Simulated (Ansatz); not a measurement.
**What NaMgF3 (Neighborite, Pm-3m) distorts into**

Aim: this structure of NaMgF3 (Neighborite, Pm-3m) is to be tested for unstable modes, and one is followed downhill.

Method: DFT PBEsol, scalar-relativistic, plane waves, PAW; PAW set soft_1, in Ansatz 0.2.0.

The database entry behind the starting cell lists a temperature of 1273 K, so it need not match the best structure at ambient conditions.

### Step 1. Starting point

It takes space group Pm-3m (No. 221, cubic). Conventional cell: a = 3.908 Å, b = 3.908 Å, c = 3.908 Å, α = 90.00°, β = 90.00°, γ = 90.00°. Na has 12 F at 2.76 Å nearest. Mg has 6 F at 1.95 Å nearest. Nearest to F lie 2 Mg at 1.95 Å and 4 Na at 2.76 Å. Farther neighbours and most contacts between anions are not listed.

### Step 2. Response at finite wavevector

The cell comes from relaxations at this level that are not shown. Stability and thermal properties need the whole zone. Linear response on a 4×4×4 q mesh gives force constants as far as a supercell of that size would, and the tensors from the zone-centre run are typed in so that the long-range dipole term is interpolated apart.

input.yaml reads:

```yaml
crystal:
  lattice:
    - [3.9078370852, 0.0, 0.0]
    - [0.0, 3.9078370852, 0.0]
    - [0.0, 0.0, 3.9078370852]
  atoms:
    - { symbol: Na, position: [0.0, 0.0, 0.0] }
    - { symbol: Mg, position: [0.5, 0.5, 0.5] }
    - { symbol: F, position: [0.5, 0.5, 0.0] }
    - { symbol: F, position: [0.0, 0.5, 0.5] }
    - { symbol: F, position: [0.5, 0.0, 0.5] }
kpoints:
  mp_grid: { grid: [8, 8, 8] }
hamiltonian:
  xc: pbesol
  pseudopotentials: { kind: paw, azcp: { folder: soft_1 }, xc_functional: pbe }
scf:
  occupations: { method: fixed }
output:
  eigenvalues: true
phonons:
  method: dfpt
  qmesh: [4, 4, 4]
  temperatures: { t_max: 1000, t_step: 50 }
  qpath:
    path:
      - [[0.0, 0.0, 0.0], [0.0, 0.5, 0.0], [0.5, 0.5, 0.0], [0.0, 0.0, 0.0], [0.5, 0.5, 0.5], [0.0, 0.5, 0.0]]
      - [[0.5, 0.5, 0.5], [0.5, 0.5, 0.0]]
    npoints: 10
  non_analytic_term:
    high_frequency_dielectric_tensor: [[1.9595, 0.0, 0.0], [0.0, 1.9595, 0.0], [0.0, 0.0, 1.9595]]
    born_effective_charges:
      - { species: Na, tensor: [[1.142, 0.0, 0.0], [0.0, 1.142, 0.0], [0.0, 0.0, 1.142]] }
      - { species: Mg, tensor: [[1.9154, 0.0, 0.0], [0.0, 1.9154, 0.0], [0.0, 0.0, 1.9154]] }
      - { species: F, tensor: [[-0.8866, 0.0, 0.0], [0.0, -0.8866, 0.0], [0.0, 0.0, -1.2842]] }
      - { species: F, tensor: [[-1.2842, 0.0, 0.0], [0.0, -0.8866, 0.0], [0.0, 0.0, -0.8866]] }
      - { species: F, tensor: [[-0.8866, 0.0, 0.0], [0.0, -1.2842, 0.0], [0.0, 0.0, -0.8866]] }
    source: "zone-centre run at this cell"
```

Started as:

```sh
$ ansatz run input.yaml --threads 4 --pin off --max-ram 10240MiB --backend cpu --events-out ev --progress --plain --runs-dir out
```

Numbers of over 12 decimals in the logs are rounded to 6 here.

The program printed:

```text
Engine: ansatz 0.2.0, x86_64-unknown-linux-gnu
Pseudopotentials: kind: paw
Pseudopotential: Na, paw, valence charge 9, recommended cutoff 420 eV (normal), soft_1/Na.paw.azcp
Pseudopotential: Mg, paw, valence charge 10, recommended cutoff 420 eV (normal), soft_1/Mg.paw.azcp
Pseudopotential: F, paw, valence charge 7, recommended cutoff 420 eV (normal), soft_1/F.paw.azcp
Functional definition: PBEsol
  exchange = pbesol_x
  correlation = pbesol_c
Crystal: 5 atoms, lattice volume = 59.677 Å³
Basis set: ecut = 420 eV, 1189 PW (Γ), exchange–correlation on 54×54×54 points (8 copies of the dense FFT grid, shifted against one another)
Bands: 25, of which v1, the nominal top of the filled ones, is band 20 counted from 1 (19 counted from 0)
Symmetry: 48 space group operations
k-points: 35 of 512
Non-local potential: Na, projectors of the file, l = 0: 3, l = 1: 2, l = 2: 1
Non-local potential: Mg, projectors of the file, l = 0: 3, l = 1: 2, l = 2: 1
Non-local potential: F, projectors of the file, l = 0: 2, l = 1: 2, l = 2: 1
PAW form: soft (Blöchl's): semilocal exchange-correlation on the pseudo side does not see the compensation charge
PAW frozen core: Na, regenerated for the run's functional, and the local potential with it (the file was generated under x = pbe(κ = 0.804, μ = 0.219515), c = pbe(β = 0.066725))
PAW frozen core: Mg, regenerated for the run's functional, and the local potential with it (the file was generated under x = pbe(κ = 0.804, μ = 0.219515), c = pbe(β = 0.066725))
PAW frozen core: F, regenerated for the run's functional, and the local potential with it (the file was generated under x = pbe(κ = 0.804, μ = 0.219515), c = pbe(β = 0.066725))
PAW one-centre angular grid: Na, 110 points (default); XC on 64 Gauss nodes
PAW one-centre angular grid: Mg, 110 points (default); XC on 64 Gauss nodes
PAW one-centre angular grid: F, 110 points (default); XC on 64 Gauss nodes
Initial density: superposition of atomic densities (chi_scale 0.1, normalization cell, long waves kept (reshape's long-wave potential 0.01 eV rms))
Initial wavefunctions: pseudopotential atomic-orbital guess
Functional: x = pbesol(κ = 0.804, μ = 0.123457), c = pbesol(β = 0.046)
SCF iter   1: F=—  HF=-5800.307128 eV  |F-HF|=—  |Δ(HF+E_count)|=         —  Δρ=1.49e-1  dr2=9.08e0  ethr=3.10e-3  ⟨swp⟩=4.9  Hψ=3725  notcnv=0  defer=86
preconditioner: auto → Resta (q_TF=auto, 2.552 Å⁻¹)  ε∞=3.1  [insulator: Δε(μ)=3.547 eV  Ē_g=16.442 eV  n_scr=18 (ndim 8)  ℏωp=23.5 eV  f_vac=0.000  ε∞_Penn≈3.1]
SCF iter   2: F=—  HF=-5797.178034 eV  |F-HF|=—  |Δ(HF+E_count)|=    3.13e0  Δρ=5.22e-2  dr2=1.28e0  ethr=3.10e-3  ⟨swp⟩=3.0  Hψ=2047  notcnv=0  defer=87
SCF iter   3: F=—  HF=-5796.889275 eV  |F-HF|=—  |Δ(HF+E_count)|=   2.89e-1  Δρ=2.19e-2  dr2=3.19e-1  ethr=3.10e-3  ⟨swp⟩=2.3  Hψ=1477  notcnv=0  defer=68
SCF iter   4: F=—  HF=-5796.809155 eV  |F-HF|=—  |Δ(HF+E_count)|=   8.01e-2  Δρ=5.25e-3  dr2=1.75e-2  ethr=7.97e-4  ⟨swp⟩=2.5  Hψ=1377  notcnv=0  defer=87
SCF iter   5: F=—  HF=-5796.808493 eV  |F-HF|=—  |Δ(HF+E_count)|=   6.62e-4  Δρ=1.52e-3  dr2=7.15e-4  ethr=4.39e-5  ⟨swp⟩=2.0  Hψ=1483  notcnv=0  defer=95
SCF iter   6: F=—  HF=-5796.809334 eV  |F-HF|=—  |Δ(HF+E_count)|=   8.41e-4  Δρ=2.03e-4  dr2=1.45e-5  ethr=1.79e-6  ⟨swp⟩=2.0  Hψ=1575  notcnv=0  defer=97
SCF iter   7: F=—  HF=-5796.809340 eV  |F-HF|=—  |Δ(HF+E_count)|=   6.39e-6  Δρ=4.92e-5  dr2=1.32e-6  ethr=3.62e-8  ⟨swp⟩=2.0  Hψ=1443  notcnv=0  defer=87
SCF iter   8: F=—  HF=-5796.809343 eV  |F-HF|=—  |Δ(HF+E_count)|=   2.68e-6  Δρ=1.41e-5  dr2=1.10e-7  ethr=3.31e-9  ⟨swp⟩=2.0  Hψ=1574  notcnv=0  defer=41
SCF iter   9: F=—  HF=-5796.809343 eV  |F-HF|=—  |Δ(HF+E_count)|=   6.42e-8  Δρ=2.95e-6  dr2=4.12e-9  ethr=2.74e-10  ⟨swp⟩=2.1  Hψ=1476  notcnv=0  defer=41
SCF iter  10: F=—  HF=-5796.809343 eV  |F-HF|=—  |Δ(HF+E_count)|=  5.85e-10  Δρ=1.14e-6  dr2=4.51e-10  ethr=1.03e-11  ⟨swp⟩=2.0  Hψ=1388  notcnv=0  defer=41
SCF iter  11: F=—  HF=-5796.809343 eV  |F-HF|=—  |Δ(HF+E_count)|=  1.09e-10  Δρ=2.14e-7  dr2=1.78e-11  ethr=1.13e-12  ⟨swp⟩=2.0  Hψ=1540  notcnv=0  defer=41
SCF iter  12: F=-5796.809343 eV  HF=-5796.809343 eV  |F-HF|=0.00e0  |Δ(HF+E_count)|=  2.09e-11  Δρ=5.31e-8  dr2=1.37e-12  ethr=1.00e-12  ⟨swp⟩=11.1  Hψ=4866  notcnv=0
SCF 1 converged in 12 iterations: F = -5796.809343 eV  dr2 = 1.37e-12
  greatest PAW one-centre occupation: 1.000 electrons in one spin orbital (limit 2), on the Mg atom at site 1 (counted from 0), in its partial waves of l = 0
NSCF: frozen V_eff on 35 k-points
NSCF: frozen V_eff on 125 k-points
DFPT response loops at q = (0, 0, 0) (fractional): preconditioner auto → none (the input reference at scf.mixing.eps_inf says where Resta's filter doesn't serve); β = 0.50; Broyden in place of MSR1
NSCF: frozen V_eff on 400 k-points
DFPT response loops at q = (0, 0, 0.25) (fractional): mixed as the last ones told, above
NSCF: frozen V_eff on 250 k-points
DFPT response loops at q = (0, 0, -0.5) (fractional): preconditioner auto → Resta (q_TF=auto, 2.552 Å⁻¹)  ε∞=3.2 (no band partly filled); β = 1.00, the filter's whole step (`scf.mixing.beta` (0.50) is not read by the response loops at its default; to damp them type it under 1.00, their step now; it binds the ground state too); Broyden in place of MSR1
NSCF: frozen V_eff on 640 k-points
DFPT response loops at q = (0, 0.25, 0.25) (fractional): preconditioner auto → none (the input reference at scf.mixing.eps_inf says where Resta's filter doesn't serve); β = 0.50; Broyden in place of MSR1
NSCF: frozen V_eff on 400 k-points
DFPT response loops at q = (0, 0.25, -0.5) (fractional): mixed as the last ones told, above
NSCF: frozen V_eff on 250 k-points
DFPT response loops at q = (0, -0.5, -0.5) (fractional): mixed as the last ones told, above
NSCF: frozen V_eff on 1024 k-points
DFPT response loops at q = (0.25, 0.25, 0.25) (fractional): mixed as the last ones told, above
NSCF: frozen V_eff on 640 k-points
DFPT response loops at q = (0.25, 0.25, -0.5) (fractional): mixed as the last ones told, above
NSCF: frozen V_eff on 400 k-points
DFPT response loops at q = (0.25, -0.5, -0.5) (fractional): mixed as the last ones told, above
NSCF: frozen V_eff on 250 k-points
DFPT response loops at q = (-0.5, -0.5, -0.5) (fractional): mixed as the last ones told, above
SCF converged after 12 iterations
Free energy (F): -5796.809343 eV
Harris-Foulkes:  -5796.809343 eV  (|F-HF|=0.00e0)
Internal energy: -5796.809343 eV  (E = F + TS)
E sigma→0 (E₀):  -5796.809343 eV
Fermi energy:    1.651201 eV
--- Per-component energies (eV) ---
  E_band       = -656.091981
  E_kinetic    = 780.431216
  E_local      = -4717.438480  (includes V_loc(G=0)·N_el)
  E_nonlocal   = 736.205577
  E_hartree    = 1639.956731
  E_xc         = -292.879184
  E_vxc        = -378.268615  (∫ρ·V_xc dr)
  E_paw        = -1167.322683  (= ΣΔE_a)
  E_vpaw       = -356.936640  (= ΣTr[D̂ρ^β])
  E_aug_tail   = 0.001554  (compensation charges beyond the density's cutoff)
  E_ewald      = -2776.004959
  E_core_change = 0.240884  (= ΣΔE_core)
  E_smearing   = -0.000000  (= −TS)
  E_closure    = -0.000000  (closes the sum)
  Σ components = -5796.809343   (vs F -5796.809343, Δ=0.00e0)
--- Band table (eV; the first three rows and the last of 35) ---
  k-point 0: bands = [... 16 lower, 0.9751, 1.1979, 1.1979, 1.1979, 7.6423, 15.1387, 15.1387, 15.2019, ... 1 higher]
  k-point 1: bands = [... 16 lower, 0.9434, 1.0263, 1.1714, 1.1714, 7.9139, 14.5094, 15.3314, 15.3749, ... 1 higher]
  k-point 2: bands = [... 16 lower, 0.8153, 0.8678, 1.1350, 1.1350, 8.6397, 13.3595, 15.8345, 15.8714, ... 1 higher]
  k-point 34: bands = [... 16 lower, 0.4703, 1.6512, 1.6512, 1.6512, 12.0585, 14.5518, 14.5518, 14.5518, ... 1 higher]
--- Phonons (Γ-DFPT): 4 representative perturbations + reference (Σ response iterations 13) ---
  ASR residual: 1.260e-3 → 0.000e0 eV/Å²; symmetrization residual: 1.785e-6 eV/Å²
  ASR residual per site (eV/Å²): 2.43e-4 1.26e-3 6.99e-4 6.99e-4 6.99e-4
  Γ frequencies (cm⁻¹): -50.41 -50.41 -50.41 0.00 0.00 0.00 129.40 129.40 129.40 283.56 283.56 283.56 538.56 538.56 538.56
--- Phonons (arbitrary-q DFPT): 10 irreducible q on the 4×4×4 mesh ---
  q = [0.0000, 0.0000, 0.0000] (star 1, of the zone-centre solve; hermiticity 2.52e-7, symmetrization 9.11e-13): -50.41 -50.41 -50.41 -0.00 -0.00 0.00 129.40 129.40 129.40 283.56 283.56 283.56 538.56 538.56 538.56
  q = [0.0000, 0.0000, 0.2500] (star 6, 9 solved perturbations in 1560 linear systems a pass and spin channel, the states on 200 of 512 k-point pairs; hermiticity 2.79e-7, symmetrization 1.85e-13): -42.28 -42.28 61.87 61.87 124.13 136.99 144.43 144.43 192.18 271.40 271.40 371.11 537.67 537.67 587.30
  q = [0.0000, 0.0000, -0.5000] (star 3, 9 solved perturbations in 975 linear systems a pass and spin channel, the states on 125 of 512 k-point pairs; hermiticity 2.50e-7, symmetrization 3.36e-13): -30.99 -30.99 75.51 75.51 143.96 160.62 172.72 172.72 214.01 252.87 252.87 472.60 498.29 536.79 536.79
  q = [0.0000, 0.2500, 0.2500] (star 12, 9 solved perturbations in 2460 linear systems a pass and spin channel, the states on 320 of 512 k-point pairs; hermiticity 3.34e-7, symmetrization 6.63e-14): -47.98 -29.96 59.09 92.40 101.43 140.18 147.38 173.79 217.66 259.37 343.89 367.90 496.88 536.81 590.52
  q = [0.0000, 0.2500, -0.5000] (star 12, 15 solved perturbations on 200 of 512 k-point pairs; hermiticity 3.87e-7, symmetrization 2.56e-14): -66.00 9.96 36.54 77.53 118.55 158.04 168.15 189.67 240.39 254.70 341.00 452.55 460.54 535.94 552.81
  q = [0.0000, -0.5000, -0.5000] (star 3, 9 solved perturbations in 975 linear systems a pass and spin channel, the states on 125 of 512 k-point pairs; hermiticity 2.76e-7, symmetrization 1.08e-13): -122.00 -20.79 -20.79 35.98 163.03 163.03 194.65 194.65 217.85 279.90 407.44 448.46 448.46 523.45 535.08
  q = [0.2500, 0.2500, 0.2500] (star 8, 4 solved perturbations in 1376 linear systems a pass and spin channel, the states on 512 of 512 k-point pairs; hermiticity 2.43e-7, symmetrization 2.01e-13): -39.03 -39.03 35.52 61.50 61.50 91.98 213.72 213.72 220.84 330.79 330.79 365.50 496.06 496.06 594.80
  q = [0.2500, 0.2500, -0.5000] (star 12, 9 solved perturbations in 2460 linear systems a pass and spin channel, the states on 320 of 512 k-point pairs; hermiticity 2.63e-7, symmetrization 5.16e-13): -69.38 -58.26 17.00 42.20 65.62 80.81 214.76 249.23 258.29 311.70 340.16 442.05 448.59 495.24 571.48
  q = [0.2500, -0.5000, -0.5000] (star 6, 9 solved perturbations in 1560 linear systems a pass and spin channel, the states on 200 of 512 k-point pairs; hermiticity 2.67e-7, symmetrization 1.68e-13): -122.43 -60.42 -60.42 36.69 56.70 56.70 254.44 254.44 280.63 307.59 407.08 436.26 436.26 469.12 558.06
  q = [-0.5000, -0.5000, -0.5000] (star 1, 4 solved perturbations in 350 linear systems a pass and spin channel, the states on 125 of 512 k-point pairs; hermiticity 2.14e-7, symmetrization 3.62e-13): -122.85 -122.85 -122.85 35.93 35.93 35.93 281.50 281.50 281.50 406.73 406.73 423.25 423.25 423.25 547.22
  sum rule: each row above includes the acoustic sum rule's correction from the zone centre's row sums; it moved no ω² by more than (3.76 cm⁻¹)²
  mesh force constants: q→R imaginary residual 7.91e-19; ASR residual 1.260e-3 → 0.000e0 eV/Å²; symmetrization residual 5.329e-15 eV/Å²
  interpolated dispersion: 63 rows × 15 modes
  density of states and harmonic sums: on the 16×16×16 q-mesh, interpolated from the force constants of a 4×4×4 supercell (with the dipole–dipole term of supplied tensors)
  largest difference from the sums on the solved wave vectors: F 6.20e-2 eV, S 7.50e-5 and C_V 1.79e-5 eV/K
  zero-point energy: 0.219379 eV/cell   skipped modes (ω ≤ 0): 371, of them read as no rigid motion or as one in doubt: 368 (2.181e0 modes/cell left out, lowest -122.85 cm⁻¹)   left out of the sums: 1.45e-1 of the cell's modes: C_V's classical limit lies that fraction below 3 k_B per atom; for a crystal, a wire or a layer, F and S can be off by more, and a phonons.interpolated_qmesh denser along its periods is the remedy for the sampling
```

Elapsed: 5.6 min, on 4 threads of Intel Xeon Platinum 8488C (Sapphire Rapids), shared host; peak memory 1.9 GiB; 22 min of CPU time.

In the SCF lines HF is the Harris–Foulkes energy and dr2 the Hartree energy of the density residual, in eV; the loop may stop once dr2 is under the threshold and the program's other checks hold. Hψ counts applications of the Hamiltonian.

Numbers from this step:

| Property | Result |
| --- | --- |
| gap on the k-mesh | 5.991 eV |
| volume per atom | 11.94 Å³ |
| sum-rule residual before enforcement | 0.001260 eV/Å² |
| lowest frequency on the path | -122.8 cm⁻¹ |
| point group | m-3m |
| highest frequency on the path or at a solved wavevector | 623.7 cm⁻¹ |
| highest optical mode at the zone centre (no LO-TO term) | 538.6 cm⁻¹ |
| lowest optical zone-centre mode | -50.41 cm⁻¹ |
| lowest mode on the q mesh (acoustic modes at Γ apart) | -122.8 cm⁻¹ |

Frequencies (cm⁻¹) solved at each irreducible wavevector; negative means imaginary. Frequencies by wavevector, by row:

| q in reciprocal lattice units | star | mode 1 | mode 2 | mode 3 | mode 4 | mode 13 | mode 14 | mode 15 |
| --- | --- | --- | --- | --- | --- | --- | --- | --- |
| 0 0 0 | 1 | -50.4 | -50.4 | -50.4 | 0 | 538.6 | 538.6 | 538.6 |
| 0 0 0.25 | 6 | -42.3 | -42.3 | 61.9 | 61.9 | 537.7 | 537.7 | 587.3 |
| 0 0 -0.5 | 3 | -31 | -31 | 75.5 | 75.5 | 498.3 | 536.8 | 536.8 |
| 0 0.25 0.25 | 12 | -48 | -30 | 59.1 | 92.4 | 496.9 | 536.8 | 590.5 |
| 0 0.25 -0.5 | 12 | -66 | 10 | 36.5 | 77.5 | 460.5 | 535.9 | 552.8 |
| 0 -0.5 -0.5 | 3 | -122 | -20.8 | -20.8 | 36 | 448.5 | 523.5 | 535.1 |
| 0.25 0.25 0.25 | 8 | -39 | -39 | 35.5 | 61.5 | 496.1 | 496.1 | 594.8 |
| 0.25 0.25 -0.5 | 12 | -69.4 | -58.3 | 17 | 42.2 | 448.6 | 495.2 | 571.5 |
| 0.25 -0.5 -0.5 | 6 | -122.4 | -60.4 | -60.4 | 36.7 | 436.3 | 469.1 | 558.1 |
| -0.5 -0.5 -0.5 | 1 | -122.8 | -122.8 | -122.8 | 35.9 | 423.2 | 423.2 | 547.2 |

Interpolated from a 4×4×4 q mesh, with the LO-TO term (at Γ the limit along the path; where Γ stands inside the path, tables give the limit on arrival). Phonon branches along the path, in cm⁻¹:

| point | branch 1 | branch 2 | branch 3 | branch 4 | branch 12 | branch 13 | branch 14 | branch 15 |
| --- | --- | --- | --- | --- | --- | --- | --- | --- |
| Γ | -50 | -50 | 0 | 0 | 336 | 539 | 539 | 624 |
| halfway | -42 | -42 | 62 | 62 | 371 | 538 | 538 | 587 |
| X | -31 | -31 | 76 | 76 | 473 | 498 | 537 | 537 |
| halfway | -66 | 10 | 36 | 78 | 453 | 460 | 536 | 553 |
| M | -122 | -21 | -21 | 36 | 448 | 448 | 524 | 535 |
| halfway | -48 | -30 | 59 | 92 | 368 | 497 | 537 | 590 |
| Γ | -50 | -50 | 0 | 0 | 336 | 539 | 539 | 624 |
| halfway | -39 | -39 | 36 | 62 | 366 | 496 | 496 | 595 |
| R | -123 | -123 | -123 | 36 | 423 | 423 | 423 | 547 |
| halfway | -69 | -58 | 17 | 42 | 442 | 449 | 495 | 572 |
| X | -31 | -31 | 76 | 76 | 473 | 498 | 537 | 537 |
| jump to R | -123 | -123 | -123 | 36 | 423 | 423 | 423 | 547 |
| halfway | -122 | -60 | -60 | 37 | 436 | 436 | 469 | 558 |
| M | -122 | -21 | -21 | 36 | 448 | 448 | 524 | 535 |

Symmetry leaves 10 wavevectors to solve. The lowest mode among them, the acoustic zeros apart, lies at q = (-0.5, -0.5, -0.5) and is imaginary, 122.8i cm⁻¹, so the energy falls along it.

### Step 3. The mode frozen in, largest atomic shift 0 Å

The mode followed lies at q = (0, -0.5, -0.5) with frequency 122.0i cm⁻¹, one of the unstable modes though not the softest. At small amplitude the distorted cell has space group no. 127 by a symmetry search on the positions. The undistorted cell that holds it gives the zero of energy on the same k mesh.

System of this step: NaMgF3. The structure is cubic, space group Pm-3m (No. 221). The conventional cell has a = 3.908 Å, b = 3.908 Å, c = 3.908 Å, α = 90.00°, β = 90.00°, γ = 90.00°. Nearest to Na lie 12 F at 2.76 Å. Mg has 6 F at 1.95 Å nearest. Nearest to F lie 2 Mg at 1.95 Å and 4 Na at 2.76 Å. Nearest to F lie 2 Mg at 1.95 Å and 4 Na at 2.76 Å. Farther neighbours and most contacts between anions are not listed.

input.yaml reads:

```yaml
crystal:
  lattice:
    - [-3.9078370852, 0.0, 0.0]
    - [0.0, -3.9078370852, -3.9078370852]
    - [0.0, -3.9078370852, 3.9078370852]
  atoms:
    - { symbol: Na, position: [1.0, 0.0, 0.0] }
    - { symbol: Na, position: [1.0, 0.5, 0.5] }
    - { symbol: Mg, position: [0.5, 0.0, 0.5] }
    - { symbol: Mg, position: [0.5, 0.5, 0.0] }
    - { symbol: F, position: [0.5, 0.25, 0.25] }
    - { symbol: F, position: [0.5, 0.75, 0.75] }
    - { symbol: F, position: [0.0, 0.0, 0.5] }
    - { symbol: F, position: [0.0, 0.5, 0.0] }
    - { symbol: F, position: [0.5, 0.75, 0.25] }
    - { symbol: F, position: [0.5, 0.25, 0.75] }
kpoints:
  mp_grid: { grid: [6, 4, 4] }
hamiltonian:
  xc: pbesol
  pseudopotentials: { kind: paw, azcp: { folder: soft_1 }, xc_functional: pbe }
scf:
  occupations: { method: gaussian, width: 0.02 }
output:
  forces: true
  stress: true
  eigenvalues: true
```

The program printed:

```text
[...]
Crystal: 10 atoms, lattice volume = 119.355 Å³
Basis set: ecut = 420 eV, 2369 PW (Γ), exchange–correlation on 54×80×80 points (8 copies of the dense FFT grid, shifted against one another)
Bands: 50, of which v1, the nominal top of the filled ones, is band 40 counted from 1 (39 counted from 0)
Symmetry: 32 space group operations
[...]
k-points: 24 of 96
[...]
k-point 0: bands = [... 36 lower, 1.1978, 1.1978, 1.1979, 1.6397, 7.6422, 12.2833, 12.8359, 12.8359, ... 5 higher]
  k-point 1: bands = [... 36 lower, 0.9962, 1.1351, 1.1753, 1.5065, 8.1679, 11.0724, 13.0826, 13.3551, ... 5 higher]
  k-point 2: bands = [... 36 lower, 0.9595, 0.9595, 1.2708, 1.2708, 9.4588, 9.4588, 13.7125, 13.7125, ... 5 higher]
  k-point 23: bands = [... 36 lower, 0.5763, 0.5763, 1.6397, 1.6397, 12.2833, 12.2833, 12.8359, 12.8359, ... 5 higher]
[key lines of the parts left out:]
SCF converged after 9 iterations
Free energy (F): -11593.618373 eV
Fermi energy:    4.646724 eV
P = ⅓ Tr σ = 0.0093 GPa (0.093 kbar)
```

The job ended after 2.1 s (4 threads; peak memory 0.58 GiB).

This step gave:

| Property | Result |
| --- | --- |
| pressure | 0.009307 GPa |
| energy from the undistorted cell | 0 meV/atom |

At this level the gap is 5.99 eV on the k-mesh of the self-consistent run, which can miss the band edges.

(Part 1 of 3 ends here.)

[Logs are printed without paths, hosts, clocks, repeated set-up lines and the standing remarks that a program may print on its own settings, such as how far it seeks lower states.]

[Hosts, paths, dates, database ids (printed as entryN), source tags and the programs' standing remarks are cut or masked in the printed files.]
